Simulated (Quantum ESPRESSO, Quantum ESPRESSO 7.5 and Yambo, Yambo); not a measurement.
## BiAs (buckled honeycomb monolayer): G0W0 with Yambo, start to end

How does a plane-wave GW calculation on BiAs (buckled honeycomb monolayer) run from the first input to the gap?

Method: PBE and many-body steps on it, plane waves, in Quantum ESPRESSO 7.5 and Yambo 5.3.0.

Most raw output is cut from this account.

## Step 1: The starting structure

The cell holds 2 atoms: 1 As and 1 Bi. Cell: a = 4.005 Å, b = 4.005 Å, c = 14.000 Å, α = 90.0°, β = 90.0°, γ = 120.0°. Vacuum lies along c.

The structure was relaxed with PBE. The runs that relaxed it are not among those shown. Spin-orbit coupling is left out unless a step names it.

## Step 2: Ground state

This step: Quantum ESPRESSO 7.5; DFT, PBE, plane waves, norm-conserving pseudopotentials.

The ground-state density comes first.

pw.in

```
&control
  calculation = 'scf'
  prefix = 'x'
  outdir = 'o'
  pseudo_dir = 'pseudo'
/
&system
  ibrav = 0
  nat = 2
  ntyp = 2
  ecutwfc = 76.0
  nbnd = 20
  force_symmorphic = .true.
/
&electrons
  conv_thr = 1e-10
  electron_maxstep = 80
  mixing_beta = 0.5
/
ATOMIC_SPECIES
  As 74.922 As.upf
  Bi 208.98 Bi.upf
CELL_PARAMETERS angstrom
  4.0052035368 0.0000000003 0.0000000000
  -2.0026017687 3.4686080100 0.0000000000
  0.0000000000 0.0000000000 14.0000000000
ATOMIC_POSITIONS crystal
  As 0.3333333333 0.6666666667 0.4446190446
  Bi 0.6666666667 0.3333333333 0.5553809554
K_POINTS automatic
  9 9 1 0 0 0
```

Launch:

```sh
OMP_NUM_THREADS=1 mpirun -n 4 pw.x -nk 4 -in pw.in > pw.out
```

Wall time 15 s (4 MPI ranks of Arm Neoverse V2, shared host); peak memory 0.57 GiB; 59 s of CPU time.

Numbers from this step:

```yaml
total_energy: -5118.7347 eV
gap: 1.061 eV
k_of_the_valence_top: 0, 0, 0
k_of_the_conduction_bottom: 0, 0, 0
least_direct_gap: 1.061 eV
```

The gap is direct, at Γ.

## Step 3: Bands along the symmetry lines

Levels along a band path, at the cheap level, show where the edges lie and whether the meshes to come will hold them.

pw.in

```
&control
  calculation = 'bands'
  prefix = 'x'
  outdir = 'o'
  pseudo_dir = 'pseudo'
/
&system
  ibrav = 0
  nat = 2
  ntyp = 2
  ecutwfc = 76.0
  nbnd = 21
  force_symmorphic = .true.
/
&electrons
  conv_thr = 1e-9
  electron_maxstep = 80
  diago_full_acc = .true.
  diago_thr_init = 5e-6
/
ATOMIC_SPECIES
  As 74.922 As.upf
  Bi 208.98 Bi.upf
CELL_PARAMETERS angstrom
  4.0052035368 0.0000000003 0.0000000000
  -2.0026017687 3.4686080100 0.0000000000
  0.0000000000 0.0000000000 14.0000000000
ATOMIC_POSITIONS crystal
  As 0.3333333333 0.6666666667 0.4446190446
  Bi 0.6666666667 0.3333333333 0.5553809554
K_POINTS crystal
  25
  0.00000000 0.00000000 0.00000000 1
  0.06250000 0.00000000 0.00000000 1
  0.12500000 0.00000000 0.00000000 1
  0.18750000 0.00000000 0.00000000 1
  0.25000000 0.00000000 0.00000000 1
  0.31250000 0.00000000 0.00000000 1
  0.37500000 0.00000000 0.00000000 1
  0.43750000 0.00000000 0.00000000 1
  0.50000000 0.00000000 0.00000000 1
  0.47916667 0.04166667 0.00000000 1
  0.45833333 0.08333333 0.00000000 1
  0.43750000 0.12500000 0.00000000 1
  0.41666666 0.16666666 0.00000000 1
  0.39583333 0.20833333 0.00000000 1
  0.37500000 0.25000000 0.00000000 1
  0.35416666 0.29166666 0.00000000 1
  0.33333333 0.33333333 0.00000000 1
  0.29166666 0.29166666 0.00000000 1
  0.25000000 0.25000000 0.00000000 1
  0.20833333 0.20833333 0.00000000 1
  0.16666666 0.16666666 0.00000000 1
  0.12500000 0.12500000 0.00000000 1
  0.08333333 0.08333333 0.00000000 1
  0.04166667 0.04166667 0.00000000 1
  0.00000000 0.00000000 0.00000000 1
```

The job ended after 9.7 s (4 MPI ranks; peak memory 0.44 GiB; 38 s of CPU time).

Numbers from this step:

```yaml
gap: 1.061 eV
k_of_the_valence_top: 0, 0, 0
k_of_the_conduction_bottom: 0, 0, 0
least_direct_gap: 1.061 eV
```

The gap is 1.061 eV, as in the run before at this level.

The electronic bands at the labelled points (eV, zero at the top of the highest filled band):

```
  point  band 12  band 13  band 14  band 15  band 16  band 17  band 18  band 19
      Γ    -7.66    -0.53     0.00     0.00     1.06     3.22     3.22     4.25
halfway    -7.95    -2.57    -0.90    -0.55     1.38     3.42     3.82     5.04
      M    -9.11    -3.11    -1.51    -1.48     1.69     2.79     3.89     5.62
halfway    -9.25    -3.19    -2.08    -1.50     2.21     3.15     3.46     6.07
      K    -9.67    -3.49    -1.92    -1.78     1.78     3.47     3.98     7.03
halfway    -8.10    -2.58    -1.81    -0.52     2.16     3.00     3.74     5.27
      Γ    -7.66    -0.53     0.00     0.00     1.06     3.22     3.22     4.25
```

## Step 4: Empty states on the mesh, 6×6×1 mesh, 40 bands

The sums over transitions need many empty states on a uniform mesh; this step solves for them.

pw.in

```
&control
  calculation = 'nscf'
  prefix = 'x'
  outdir = 'o'
  pseudo_dir = 'pseudo'
/
&system
  ibrav = 0
  nat = 2
  ntyp = 2
  ecutwfc = 76.0
  nbnd = 40
  force_symmorphic = .true.
/
&electrons
  conv_thr = 1e-9
  electron_maxstep = 80
  diago_full_acc = .true.
  diago_thr_init = 5e-6
/
ATOMIC_SPECIES
  As 74.922 As.upf
  Bi 208.98 Bi.upf
CELL_PARAMETERS angstrom
  4.0052035368 0.0000000003 0.0000000000
  -2.0026017687 3.4686080100 0.0000000000
  0.0000000000 0.0000000000 14.0000000000
ATOMIC_POSITIONS crystal
  As 0.3333333333 0.6666666667 0.4446190446
  Bi 0.6666666667 0.3333333333 0.5553809554
K_POINTS automatic
  6 6 1 0 0 0
```

Wall time 8.6 s (4 MPI ranks); peak memory 0.52 GiB.

This step gave:

```
gap                                                           : 1.061 eV
k of the valence top                                          : 0, 0, 0
k of the conduction bottom                                    : 0, 0, 0
least direct gap                                              : 1.061 eV
k points computed                                             : 7
lowest point of the top converged band, above the valence top : 15.22 eV
```

On this mesh the gap is 1.061 eV.

## Step 5: Conversion and set-up

This step: Yambo 5.3.0; conversion and set-up on PBE, plane waves, norm-conserving pseudopotentials.

The states are converted to the many-body program's format and the q mesh is built.

Launch:

```sh
(cd o/x.save; p2y > p2y.log; mv SAVE ../..); yambo > setup.log
```

Run time: 2.7 s. Hardware: 1 MPI rank; peak memory 0.26 GiB.

## Step 6: Screening and self-energy, 6×6×1 mesh, 40 bands, screening to 54.4 eV

G0W0 replaces the xc potential by the self-energy, built once from these orbitals. Only a window of levels is corrected, while the sums run over the empty bands that the input names.

This step: G0W0 on PBE, plane waves, norm-conserving pseudopotentials.

gw1.in

```
HF_and_locXC
gw0
dyson
ppa
em1d
rim_cut
rim_w
RandQpts= 3000000
RandGvec= 100 RL
CUTGeo= "slab z"
RandGvecW= 9 RL
EXXRLvcs= 76 Ry
VXCRLvcs= 304 Ry
Chimod= "HARTREE"
% BndsRnXp
 1 | 40 |
%
NGsBlkXp= 4 Ry
% LongDrXp
 1 | 1 | 0 |
%
% GbndRnge
 1 | 40 |
%
DysSolver= "n"
ExtendOut
PPAPntXp= 27.21138 eV
% QPkrange
 1 | 7 | 11 | 19 |
%
```

Launch:

```sh
OMP_NUM_THREADS=1 mpirun -n 4 yambo -F gw1.in -J gw1 -C gw1 > gw1.log
```

The job ended after 2.5 min (4 MPI ranks; peak memory 2.7 GiB).

Numbers from this step:

```yaml
g0w0_gap_on_the_mesh: 1.953 eV
starting_gap_on_the_mesh: 1.061 eV
k_of_the_valence_top: 0, 0, 0
k_of_the_conduction_bottom: 0, 0, 0
least_direct_g0w0_gap_on_the_computed_points: 1.953 eV
z_at_the_valence_top: 0.7087
z_at_the_conduction_bottom: 0.7188
```

The gap on the mesh goes from 1.06 eV to 1.95 eV, a correction of +0.89 eV.

Limits: finite bands, cutoff and mesh; exchange with frozen shells missing; no spin-orbit coupling. v1 is the top filled band, c1 the lowest empty one. Levels before and after the correction, in eV, zero at the valence-band top of each column:

```
           conduction bottom  valence top
Kohn-Sham               1.06         0.00
     G0W0               1.95         0.00
```

```
             level  energy (eV)
Kohn-Sham     Γ v4       -7.659
Kohn-Sham     Γ v3       -0.529
Kohn-Sham  Γ v2-v1        0.000
Kohn-Sham     Γ c1        1.061
Kohn-Sham  Γ c2-c3        3.221
Kohn-Sham     Γ c4        4.250
     G0W0     Γ v4       -7.470
     G0W0     Γ v3       -0.822
     G0W0  Γ v2-v1        0.000
     G0W0     Γ c1        1.953
     G0W0  Γ c2-c3        4.248
     G0W0     Γ c4        4.564
```

## Step 7: Where the time went

Times are wall times on the hardware named with each run, good to a factor of about two.

```
                          step     time  share  memory (GiB)
                  ground state     15 s    8 %          0.57
bands along the symmetry lines    9.7 s    5 %          0.44
      empty states on the mesh    8.6 s    5 %          0.52
         conversion and set-up    2.7 s    1 %          0.26
     screening and self-energy  2.5 min   81 %           2.7
```

## Step 8: Results

```json
{
  "PBE gap": "1.06 eV, direct",
  "G0W0 gap on the mesh": "1.95 eV",
  "GW settings": "6×6×1 mesh, 40 bands, screening to 54.4 eV, Godby-Needs plasmon pole",
  "known limits": "not at the basis limit; exchange with frozen shells missing; no spin-orbit coupling"
}
```

**Reading.** G0W0 moves the gap on the mesh from 1.06 eV to 1.95 eV (+0.89 eV), with Z of 0.71 and 0.72 at the edges. The dearest step here is «screening and self-energy». Bands and cutoff are finite, so the gap is not at the basis limit. The miss can reach some tenths of an eV and take either sign; the mesh is an error of its own. Where an edge is built on 6p states of lead, bismuth or thallium, scalar-relativistic gaps usually stand too wide, by a few tenths to over one eV. The norm-conserving file of at least one element keeps a d shell over frozen s and p shells of the same row. Exchange with those shells is missing from the self-energy, an error of 0.3 to 0.9 eV in cases checked, whose sign depends on which edge lies on those atoms. The many-body steps are scalar-relativistic: spin-orbit coupling is not in them.

[Paths, hosts, dates, memory and timing lines, banners, echoed tables and standing remarks are left out of the program output.]

[Logs are printed without paths, hosts, clocks, repeated set-up lines and the standing remarks that a program may print on its own settings, such as how far it seeks lower states.]

[Runs of the session that timed out or met a known fault of the program may be left out.]

[Hosts, paths, dates, database ids (printed as entryN), source tags and the programs' standing remarks are cut or masked in the printed files.]
